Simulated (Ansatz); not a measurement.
## ScAlSe3 (model cell, started as cubic perovskite with Al in the octahedra): following an unstable mode

Wanted: the energy along a soft mode of ScAlSe3 (model cell, started as cubic perovskite with Al in the octahedra) and the structure at the end.

Program: Ansatz 0.2.0. Level of theory: DFT PBE, scalar-relativistic, plane waves, PAW; PAW set soft_1. Results are calculated unless marked as measured.

The structure was built from a prototype and need not be the compound's stable phase.

### Step 1. Starting point

It takes space group Pm-3m (No. 221, cubic). The conventional cell has a = 4.862 Å, b = 4.862 Å, c = 4.862 Å, α = 90.00°, β = 90.00°, γ = 90.00°. Nearest to Sc lie 12 Se at 3.44 Å. Al has 6 Se at 2.43 Å nearest. Se has 2 Al at 2.43 Å and 4 Sc at 3.44 Å nearest. Farther neighbours and most contacts between anions are not listed.

### Step 2. Phonons on a q mesh

The cell comes from relaxations at this level that are not shown. Stability and thermal properties need the whole zone. Linear response on a 2×2×2 q mesh gives force constants as far as a supercell of that size would.

Contents of input.yaml:

```yaml
crystal:
  lattice:
    - [4.8618479548, 0.0, 0.0]
    - [0.0, 4.8618479548, 0.0]
    - [0.0, 0.0, 4.8618479548]
  atoms:
    - { symbol: Sc, position: [0.0, 0.0, 0.0] }
    - { symbol: Al, position: [0.5, 0.5, 0.5] }
    - { symbol: Se, position: [0.5, 0.5, 0.0] }
    - { symbol: Se, position: [0.5, 0.0, 0.5] }
    - { symbol: Se, position: [0.0, 0.5, 0.5] }
kpoints:
  mp_grid: { grid: [8, 8, 8] }
hamiltonian:
  xc: pbe
  pseudopotentials: { kind: paw, azcp: { folder: soft_1 } }
scf:
  occupations: { method: methfessel_paxton, width: 0.2 }
output:
  eigenvalues: true
phonons:
  method: dfpt
  qmesh: [2, 2, 2]
  temperatures: { t_max: 1000, t_step: 50 }
  qpath:
    path:
      - [[0.0, 0.0, 0.0], [0.0, 0.5, 0.0], [0.5, 0.5, 0.0], [0.0, 0.0, 0.0], [0.5, 0.5, 0.5], [0.0, 0.5, 0.0]]
      - [[0.5, 0.5, 0.5], [0.5, 0.5, 0.0]]
    npoints: 10
```

On the command line:

```console
> ansatz run input.yaml --threads 4 --pin off --max-ram 16384MiB --backend cpu --events-out ev --progress --plain --runs-dir out
```

Numbers of over 12 decimals in the logs are rounded to 6 here.

The program printed:

```text
Engine: ansatz 0.2.0, aarch64-unknown-linux-gnu
Pseudopotentials: kind: paw
Pseudopotential: Sc, paw, valence charge 11, recommended cutoff 420 eV (normal), soft_1/Sc.paw.azcp
Pseudopotential: Al, paw, valence charge 3, recommended cutoff 420 eV (normal), soft_1/Al.paw.azcp
Pseudopotential: Se, paw, valence charge 16, recommended cutoff 420 eV (normal), soft_1/Se.paw.azcp
Functional definition: PBE
  parameter kappa = 0.804
  parameter beta = 0.066725
  exchange = pbe_x(kappa = kappa, mu = beta*pi^2/3)
  correlation = pbe_c(beta = beta)
Crystal: 5 atoms, lattice volume = 114.922 Å³
Basis set: ecut = 420 eV, 2301 PW (Γ), exchange–correlation on 72×72×72 points (8 copies of the dense FFT grid, shifted against one another)
Bands: 38, of which v1, the nominal top of the filled ones, is band 31 counted from 1 (30 counted from 0)
Symmetry: 48 space group operations
k-points: 35 of 512
Non-local potential: Sc, projectors of the file, l = 0: 3, l = 1: 2, l = 2: 3, l = 3: 1
Non-local potential: Al, projectors of the file, l = 0: 2, l = 1: 2, l = 2: 1
Non-local potential: Se, projectors of the file, l = 0: 2, l = 1: 2, l = 2: 3, l = 3: 1
PAW form: soft (Blöchl's): semilocal exchange-correlation on the pseudo side does not see the compensation charge
PAW one-centre angular grid: Sc, 590 points (default); XC on 64 Gauss nodes
PAW one-centre angular grid: Al, 110 points (default); XC on 64 Gauss nodes
PAW one-centre angular grid: Se, 590 points (default); XC on 64 Gauss nodes
Initial density: superposition of atomic densities (chi_scale 0.1, normalization cell, long waves kept (reshape's long-wave potential 0.01 eV rms))
Initial wavefunctions: pseudopotential atomic-orbital guess
Functional: x = pbe(κ = 0.804, μ = 0.219515), c = pbe(β = 0.066725)
SCF iter   1: F=—  HF=-19084.208997 eV  |F-HF|=—  |Δ(HF+E_count)|=         —  Δρ=1.04e-1  dr2=2.56e1  ethr=3.10e-3  ⟨swp⟩=5.8  Hψ=4987  notcnv=0
preconditioner: auto → Kerker (q_TF=auto, 2.462 Å⁻¹)  [metal: Δε(μ)=0.011 eV  Ē_g=6.182 eV  σ=0.200 eV  W_gap=0.05  n_scr=26 (ndim 8)  ℏωp=17.0 eV  f_vac=0.000  D(μ)=10.84/eV (n_scr^D=146)]
SCF iter   2: F=—  HF=-19083.290815 eV  |F-HF|=—  |Δ(HF+E_count)|=   9.18e-1  S|Δr|=    0.00e0  Δρ=4.88e-2  dr2=5.85e0  ethr=3.10e-3  ⟨swp⟩=2.0  Hψ=1805  notcnv=0  defer=3
SCF iter   3: F=—  HF=-19082.962266 eV  |F-HF|=—  |Δ(HF+E_count)|=   3.29e-1  S|Δr|=    0.00e0  Δρ=1.59e-2  dr2=6.79e-1  ethr=3.10e-3  ⟨swp⟩=2.0  Hψ=1493  notcnv=0  defer=3
SCF iter   4: F=—  HF=-19082.923977 eV  |F-HF|=—  |Δ(HF+E_count)|=   3.83e-2  S|Δr|=    0.00e0  Δρ=5.82e-3  dr2=9.09e-2  ethr=1.10e-3  ⟨swp⟩=1.9  Hψ=1509  notcnv=0  defer=2
SCF iter   5: F=—  HF=-19082.918512 eV  |F-HF|=—  |Δ(HF+E_count)|=   5.47e-3  S|Δr|=    0.00e0  Δρ=1.86e-3  dr2=9.40e-3  ethr=1.47e-4  ⟨swp⟩=1.0  Hψ=1351  notcnv=0  defer=2
SCF iter   6: F=—  HF=-19082.917954 eV  |F-HF|=—  |Δ(HF+E_count)|=   5.57e-4  S|Δr|=    0.00e0  Δρ=1.07e-3  dr2=3.39e-3  ethr=1.52e-5  ⟨swp⟩=2.0  Hψ=2363  notcnv=0  defer=2
SCF iter   7: F=—  HF=-19082.917624 eV  |F-HF|=—  |Δ(HF+E_count)|=   3.31e-4  S|Δr|=    0.00e0  Δρ=6.28e-4  dr2=1.14e-3  ethr=5.46e-6  ⟨swp⟩=1.0  Hψ=1326  notcnv=0  defer=2
SCF iter   8: F=—  HF=-19082.917504 eV  |F-HF|=—  |Δ(HF+E_count)|=   1.19e-4  S|Δr|=    0.00e0  Δρ=1.63e-4  dr2=7.46e-5  ethr=1.83e-6  ⟨swp⟩=1.0  Hψ=1326  notcnv=0  defer=2
SCF iter   9: F=—  HF=-19082.917498 eV  |F-HF|=—  |Δ(HF+E_count)|=   5.66e-6  S|Δr|=    0.00e0  Δρ=4.50e-5  dr2=4.60e-6  ethr=1.20e-7  ⟨swp⟩=1.1  Hψ=1333  notcnv=0  defer=2
SCF iter  10: F=—  HF=-19082.917499 eV  |F-HF|=—  |Δ(HF+E_count)|=   3.40e-7  S|Δr|=    0.00e0  Δρ=5.30e-6  dr2=3.24e-8  ethr=7.42e-9  ⟨swp⟩=1.1  Hψ=1334  notcnv=0  defer=2
SCF iter  11: F=—  HF=-19082.917499 eV  |F-HF|=—  |Δ(HF+E_count)|=   1.94e-8  S|Δr|=    0.00e0  Δρ=1.50e-6  dr2=5.95e-9  ethr=5.22e-11  ⟨swp⟩=2.0  Hψ=2434  notcnv=0  defer=2
SCF iter  12: F=—  HF=-19082.917499 eV  |F-HF|=—  |Δ(HF+E_count)|=  4.22e-10  S|Δr|=    0.00e0  Δρ=4.16e-7  dr2=4.20e-10  ethr=9.60e-12  ⟨swp⟩=2.0  Hψ=1602  notcnv=0  defer=2
SCF iter  13: F=—  HF=-19082.917499 eV  |F-HF|=—  |Δ(HF+E_count)|=  1.35e-10  S|Δr|=    0.00e0  Δρ=1.17e-7  dr2=4.02e-11  ethr=1.00e-12  ⟨swp⟩=2.0  Hψ=1597  notcnv=0  defer=2
SCF iter  14: F=-19082.917499 eV  HF=-19082.917499 eV  |F-HF|=0.00e0  |Δ(HF+E_count)|=    0.00e0  S|Δr|=    0.00e0  Δρ=2.90e-8  dr2=1.85e-12  ethr=1.00e-12  ⟨swp⟩=5.5  Hψ=5243  notcnv=0
SCF 1 converged in 14 iterations: F = -19082.917499 eV  dr2 = 1.85e-12
  greatest PAW one-centre occupation: 1.000 electrons in one spin orbital (limit 2), on the Se atom at site 2 (counted from 0), in its partial waves of l = 2
Initial density: read from a saved state, or passed on in memory by an earlier SCF of this step, an earlier step, the calling program or the single point that the run made first
iter 1 solved again at ethr=8.25e-8 eV; its pass at ethr=3.10e-3 eV (dr2=5.12e-5 eV) is discarded
SCF iter   1: F=—  HF=-19082.917499 eV  |F-HF|=—  |Δ(HF+E_count)|=         —  Δρ=2.59e-7  dr2=1.13e-10  ethr=8.25e-8  ⟨swp⟩=3.0  Hψ=8158  notcnv=0
eigensolver tolerance schedule: the retry pair's looser diagonalisation over-reported the residual by 453720.26 of it (diagonalisation noise at an unbounded share of the residual, at the tolerance the schedule requests for it); recorded, not acted on — ethr = c·dr2/N_el stays at c = 1.0e-1
preconditioner: auto → Resta (q_TF=auto, 2.462 Å⁻¹)  ε∞=7.1  [insulator: Δε(μ)=0.140 eV  Ē_g=6.857 eV  σ=0.200 eV  W_gap=0.55  n_scr=26 (ndim 8)  ℏωp=17.0 eV  f_vac=0.000  D(μ)=1.32/eV (n_scr^D=6)  ε∞_Penn≈7.1]
SCF iter   2: F=—  HF=-19082.917499 eV  |F-HF|=—  |Δ(HF+E_count)|=   1.08e-7  S|Δr|=    0.00e0  Δρ=1.63e-7  dr2=2.52e-11  ethr=1.00e-12  ⟨swp⟩=3.7  Hψ=3397  notcnv=0
SCF iter   3: F=—  HF=-19082.917499 eV  |F-HF|=—  |Δ(HF+E_count)|=  5.09e-11  S|Δr|=    0.00e0  Δρ=9.95e-8  dr2=8.69e-12  ethr=1.00e-12  ⟨swp⟩=4.5  Hψ=4184  notcnv=0
SCF iter   4: F=-19082.917499 eV  HF=-19082.917499 eV  |F-HF|=3.64e-12  |Δ(HF+E_count)|=  2.18e-11  S|Δr|=    0.00e0  Δρ=4.09e-8  dr2=2.14e-12  ethr=1.00e-12  ⟨swp⟩=3.0  Hψ=3403  notcnv=0
SCF 2 converged in 4 iterations: F = -19082.917499 eV  dr2 = 2.14e-12
  greatest PAW one-centre occupation: 1.000 electrons in one spin orbital (limit 2), on the Se atom at site 3 (counted from 0), in its partial waves of l = 2
phonons: the bands overlap, so this run is a metal and interpolates without the dipole-dipole term. If the crystal is really an insulator or semiconductor, its LO-TO splitting is missing
NSCF: frozen V_eff on 35 k-points
NSCF: frozen V_eff on 125 k-points
DFPT response loops at q = (0, 0, 0) (fractional): preconditioner auto → Kerker (q_TF=auto, 2.462 Å⁻¹) (partly filled bands, converged f_vac=0.000); β = 1.00, the filter's whole step (`scf.mixing.beta` (0.50) is not read by the response loops under this deck's `scf.mixing.preconditioner`; to damp them name `kerker` or `kerker_dos`, under which they read `scf.mixing.beta`, and type it under 1.00, their step now; both keys bind the ground state too); Broyden in place of MSR1
NSCF: frozen V_eff on 250 k-points
DFPT response loops at q = (0, 0, -0.5) (fractional): mixed as the last ones told, above
NSCF: frozen V_eff on 250 k-points
DFPT response loops at q = (0, -0.5, -0.5) (fractional): mixed as the last ones told, above
NSCF: frozen V_eff on 250 k-points
DFPT response loops at q = (-0.5, -0.5, -0.5) (fractional): mixed as the last ones told, above
SCF converged after 14 iterations
Stability not checked: this state was not tested for a lower state beside it, because cold or Methfessel-Paxton smearing, or corrected tetrahedra, fill the levels in a way that the test cannot read (fill_not_monotonic; see scf.lower_state_search)
Free energy (F): -19082.917499 eV
Harris-Foulkes:  -19082.917499 eV  (|F-HF|=0.00e0)
Internal energy: -19082.923068 eV  (E = F + TS)
E sigma→0 (E₀):  -19082.918891 eV
Entropy (-TS):   0.005570 eV (1.114 meV/atom)
Fermi energy:    8.373645 eV
--- Per-component energies (eV) ---
  E_band       = -1315.801093
  E_kinetic    = 561.970837
  E_local      = -8932.746814  (includes V_loc(G=0)·N_el)
  E_nonlocal   = -911.038951
  E_hartree    = 4556.588699
  E_xc         = -379.349025
  E_vxc        = -406.501722  (∫ρ·V_xc dr)
  E_paw        = -7849.946161  (= ΣΔE_a)
  E_vpaw       = -740.660884  (= ΣTr[D̂ρ^β])
  E_aug_tail   = -0.001027  (compensation charges beyond the density's cutoff)
  E_ewald      = -6128.400626
  E_smearing   = 0.005570  (= −TS)
  E_closure    = -0.000000  (closes the sum)
  Σ components = -19082.917499   (vs F -19082.917499, Δ=0.00e0)
--- Band table (eV; the first three rows and the last of 35) ---
  k-point 0: bands = [... 27 lower, 7.1569, 7.1569, 7.6031, 7.6031, 7.6031, 8.5239, 8.5239, 8.6647, ... 3 higher]
  k-point 1: bands = [... 27 lower, 6.9466, 6.9671, 7.4922, 7.4949, 7.4949, 8.5862, 8.6778, 8.8199, ... 3 higher]
  k-point 2: bands = [... 27 lower, 6.4948, 6.4948, 7.3064, 7.3064, 8.2623, 8.7102, 8.7439, 9.2757, ... 3 higher]
  k-point 34: bands = [... 27 lower, 7.0896, 8.8015, 8.8476, 8.8476, 8.8476, 8.9055, 8.9055, 8.9055, ... 3 higher]
--- Phonons (Γ-DFPT): 4 representative perturbations + reference (Σ response iterations 12) ---
  ASR residual: 2.177e-5 → 0.000e0 eV/Å²; symmetrization residual: 4.348e-6 eV/Å²
  ASR residual per site (eV/Å²): 5.68e-6 1.94e-5 2.18e-5 2.18e-5 2.18e-5
  Γ frequencies (cm⁻¹): -187.02 -187.02 -187.02 -119.57 -119.57 -119.57 0.00 0.00 0.00 58.78 58.78 58.78 335.25 335.25 335.25
--- Phonons (arbitrary-q DFPT): 4 irreducible q on the 2×2×2 mesh ---
  q = [0.0000, 0.0000, 0.0000] (star 1, of the zone-centre solve; hermiticity 6.64e-7, symmetrization 2.57e-12): -187.02 -187.02 -187.02 -119.57 -119.57 -119.57 0.00 0.00 0.00 58.78 58.78 58.78 335.25 335.25 335.25
  q = [0.0000, 0.0000, -0.5000] (star 3, 9 solved perturbations in 975 linear systems a pass and spin channel, the states on 125 of 512 k-point pairs; hermiticity 3.40e-7, symmetrization 3.71e-12): -169.07 -169.07 -112.68 -90.14 -90.14 -38.90 -28.93 11.16 11.16 82.14 82.14 217.60 311.66 333.96 333.96
  q = [0.0000, -0.5000, -0.5000] (star 3, 9 solved perturbations in 975 linear systems a pass and spin channel, the states on 125 of 512 k-point pairs; hermiticity 4.75e-7, symmetrization 1.02e-12): -175.13 -175.13 -153.29 -88.39 -82.49 -82.49 56.97 56.97 74.63 106.71 181.48 247.53 323.54 323.54 332.38
  q = [-0.5000, -0.5000, -0.5000] (star 1, 4 solved perturbations in 350 linear systems a pass and spin channel, the states on 125 of 512 k-point pairs; hermiticity 3.41e-7, symmetrization 4.30e-12): -183.22 -183.22 -183.22 -175.20 -175.20 -175.20 91.82 91.82 91.82 181.33 181.33 267.85 337.00 337.00 337.00
  sum rule: each row above includes the acoustic sum rule's correction from the zone centre's row sums; it moved no ω² by more than (0.44 cm⁻¹)²
  mesh force constants: q→R imaginary residual 8.00e-18; ASR residual 2.177e-5 → 0.000e0 eV/Å²; symmetrization residual 8.882e-15 eV/Å²
  interpolated dispersion: 62 rows × 15 modes
  density of states and harmonic sums: on the 14×14×14 q-mesh, interpolated from the force constants of a 2×2×2 supercell (no non-analytic term)
  largest difference from the sums on the solved wave vectors: F 2.37e-2 eV, S 7.19e-5 and C_V 4.80e-5 eV/K
  zero-point energy: 0.100734 eV/cell   skipped modes (ω ≤ 0): 744, of them read as no rigid motion or as one in doubt: 741 (6.191e0 modes/cell left out, lowest -187.02 cm⁻¹)   left out of the sums: 4.13e-1 of the cell's modes: C_V's classical limit lies that fraction below 3 k_B per atom; for a crystal, a wire or a layer, F and S can be off by more, and a phonons.interpolated_qmesh denser along its periods is the remedy for the sampling
```

Wall time 5 min (4 threads of Arm Neoverse V2, shared host); peak memory 1.7 GiB; 19 min of CPU time.

In the SCF lines HF is the Harris–Foulkes energy and dr2 the Hartree energy of the density residual, in eV; the loop may stop once dr2 is under the threshold and the program's other checks hold. Hψ counts applications of the Hamiltonian.

This step gave:

| Quantity | Value |
| --- | --- |
| volume per atom | 22.98 Å³ |
| gap on the k-mesh | 0 eV |
| sum-rule residual before enforcement | 2.18e-5 eV/Å² |
| lowest frequency on the path | -187.0 cm⁻¹ |
| point group | m-3m |
| highest frequency on the path or at a solved wavevector | 337 cm⁻¹ |
| highest optical mode at the zone centre (no LO-TO term) | 335.2 cm⁻¹ |
| lowest optical zone-centre mode | -187.0 cm⁻¹ |
| lowest mode on the q mesh (acoustic modes at Γ apart) | -187.0 cm⁻¹ |

Frequencies (cm⁻¹) solved at each irreducible wavevector; negative means imaginary. Frequencies by wavevector, by row:

```tsv
q in reciprocal lattice units	star	mode 1	mode 2	mode 3	mode 4	mode 13	mode 14	mode 15
0 0 0	1	-187	-187	-187	-119.6	335.2	335.2	335.2
0 0 -0.5	3	-169.1	-169.1	-112.7	-90.1	311.7	334	334
0 -0.5 -0.5	3	-175.1	-175.1	-153.3	-88.4	323.5	323.5	332.4
-0.5 -0.5 -0.5	1	-183.2	-183.2	-183.2	-175.2	337	337	337
```

Interpolated from a 2×2×2 q mesh. Phonon branches along the path, in cm⁻¹:

```tsv
point	branch 1	branch 2	branch 3	branch 4	branch 12	branch 13	branch 14	branch 15
Γ	-187	-187	-187	-120	59	335	335	335
halfway	-178	-178	-144	-116	152	327	335	335
X	-169	-169	-113	-90	218	312	334	334
halfway	-172	-145	-144	-137	223	318	330	333
M	-175	-175	-153	-88	248	324	324	332
halfway	-170	-161	-146	-131	172	326	332	334
Γ	-187	-187	-187	-120	59	335	335	335
halfway	-168	-168	-139	-132	190	327	327	336
R	-183	-183	-183	-175	268	337	337	337
halfway	-164	-164	-156	-149	230	324	329	336
X	-169	-169	-113	-90	218	312	334	334
jump to R	-183	-183	-183	-175	268	337	337	337
halfway	-178	-178	-165	-148	251	330	330	335
M	-175	-175	-153	-88	248	324	324	332
```

Symmetry leaves 4 wavevectors to solve. The lowest mode among them, the acoustic zeros apart, lies at Γ and is imaginary, 187.0i cm⁻¹, so the energy falls along it.

### Step 3. The mode frozen in, largest atomic shift 0 Å

The mode followed lies at Γ with frequency 187.0i cm⁻¹ and is 3-fold degenerate, the softest among the wavevectors solved. At small amplitude the distorted cell has space group no. 99 by a symmetry search on the positions. The undistorted cell that holds it gives the zero of energy on the same k mesh.

input.yaml, the sections that differ from step 2:

```yaml
output:
  forces: true
  stress: true
  eigenvalues: true
# crystal, kpoints, hamiltonian, scf: as in step 2
# phonons: removed
```

The program printed:

```text
[...]
Crystal: 5 atoms, lattice volume = 114.922 Å³
Basis set: ecut = 420 eV, 2301 PW (Γ), exchange–correlation on 72×72×72 points (8 copies of the dense FFT grid, shifted against one another)
Bands: 38, of which v1, the nominal top of the filled ones, is band 31 counted from 1 (30 counted from 0)
Symmetry: 48 space group operations
[...]
k-points: 35 of 512
[...]
k-point 0: bands = [... 27 lower, 7.1569, 7.1569, 7.6031, 7.6031, 7.6031, 8.5240, 8.5240, 8.6647, ... 3 higher]
  k-point 1: bands = [... 27 lower, 6.9466, 6.9671, 7.4922, 7.4950, 7.4950, 8.5863, 8.6779, 8.8200, ... 3 higher]
  k-point 2: bands = [... 27 lower, 6.4948, 6.4948, 7.3064, 7.3064, 8.2623, 8.7103, 8.7439, 9.2758, ... 3 higher]
  k-point 34: bands = [... 27 lower, 7.0896, 8.8015, 8.8476, 8.8476, 8.8476, 8.9055, 8.9055, 8.9055, ... 3 higher]
[key lines of the parts left out:]
SCF converged after 10 iterations
Free energy (F): -19082.917499 eV
Fermi energy:    8.373674 eV
P = ⅓ Tr σ = -0.0018 GPa (-0.018 kbar)
```

Elapsed: 2.3 s, on 4 threads; peak memory 0.49 GiB.

This step gave:

```yaml
pressure: -0.001807 GPa
energy_from_the_undistorted_cell: 0 meV/atom
```

The run ends at a pressure of 0.00 GPa.

### Step 4. The mode frozen in, largest atomic shift 0.6 Å

The atoms are moved along the unstable eigenvector, the largest shift by 0.6 Å, with the cell fixed.

input.yaml, the sections that differ from step 3:

```yaml
crystal:
  lattice:
    - [4.8618479548, 0.0, 0.0]
    - [0.0, 4.8618479548, 0.0]
    - [0.0, 0.0, 4.8618479548]
  atoms:
    - { symbol: Sc, position: [0.0, -0.1234098651, 0.0] }
    - { symbol: Al, position: [0.5, 0.4892853055, 0.5] }
    - { symbol: Se, position: [0.5, 0.5364535851, 0.0] }
    - { symbol: Se, position: [0.5, 0.0010073219, 0.5] }
    - { symbol: Se, position: [0.0, 0.5364535851, 0.5] }
# kpoints, hamiltonian, scf, output: as in step 3
```

The program printed:

```text
[...]
Crystal: 5 atoms, lattice volume = 114.922 Å³
Basis set: ecut = 420 eV, 2301 PW (Γ), exchange–correlation on 72×72×72 points (8 copies of the dense FFT grid, shifted against one another)
Bands: 38, of which v1, the nominal top of the filled ones, is band 31 counted from 1 (30 counted from 0)
Symmetry: 8 space group operations
[...]
k-points: 75 of 512 (time reversal used)
[...]
k-point 0: bands = [... 27 lower, 6.6014, 6.7109, 7.6413, 7.6413, 7.7352, 8.9135, 9.2357, 9.6862, ... 3 higher]
  k-point 1: bands = [... 27 lower, 6.5301, 6.8786, 7.2240, 7.5956, 7.8484, 9.0057, 9.1217, 9.7318, ... 3 higher]
  k-point 2: bands = [... 27 lower, 6.0829, 6.6560, 7.1679, 7.5164, 8.3245, 9.0428, 9.1808, 9.8217, ... 3 higher]
  k-point 74: bands = [... 27 lower, 7.0991, 7.7132, 8.3788, 8.3788, 9.0245, 9.2856, 9.4078, 9.7643, ... 3 higher]
[key lines of the parts left out:]
SCF converged after 11 iterations
Free energy (F): -19083.789066 eV
Fermi energy:    8.297656 eV
P = ⅓ Tr σ = 1.9694 GPa (19.694 kbar)
```

Run time: 8.3 s. Hardware: 4 threads; peak memory 0.54 GiB.

Numbers from this step:

```
pressure                         : 1.969 GPa
energy from the undistorted cell : -174.0 meV/atom
```

The energy, extrapolated to zero smearing, is -174.03 meV/atom against the undistorted cell.

The run ends at a pressure of 1.97 GPa, with forces up to 1.2 eV/Å.

### Step 5. Energy along the mode, all amplitudes (two of the runs are shown above)

An imaginary frequency means negative curvature, so the energy should fall and then rise again as anharmonic terms take over.

Numbers from this step:

- depth at the lowest point sampled: 174.0 meV/atom
- largest atomic shift at that point: 0.6 Å

Table of energy from the parent by largest atomic shift:

```tsv
largest atomic shift (Å)	energy from the parent (meV/atom)
0.000	0
0.040	-1.20
0.080	-4.78
0.140	-14.4
0.220	-34.1
0.320	-67.4
0.450	-118
0.600	-174
```

Displacement at unit largest shift by atom:

```tsv
atom	x (Å)	y (Å)	z (Å)	size
Sc1	0.00	-1.00	0.00	1.00
Al2	0.00	-0.09	0.00	0.09
Se3	0.00	0.29	0.00	0.29
Se4	0.00	0.01	0.00	0.01
Se5	0.00	0.29	0.00	0.29
```

The lowest of the steps tried is the last one, at 0.6 Å, 174 meV/atom below the parent; the bottom of the well need not coincide with a step.

(Part 1 of 2 ends here.)

[Logs are printed without paths, hosts, clocks, repeated set-up lines and the standing remarks that a program may print on its own settings, such as how far it seeks lower states.]

[Hosts, paths, dates, database ids (printed as entryN), source tags and the programs' standing remarks are cut or masked in the printed files.]
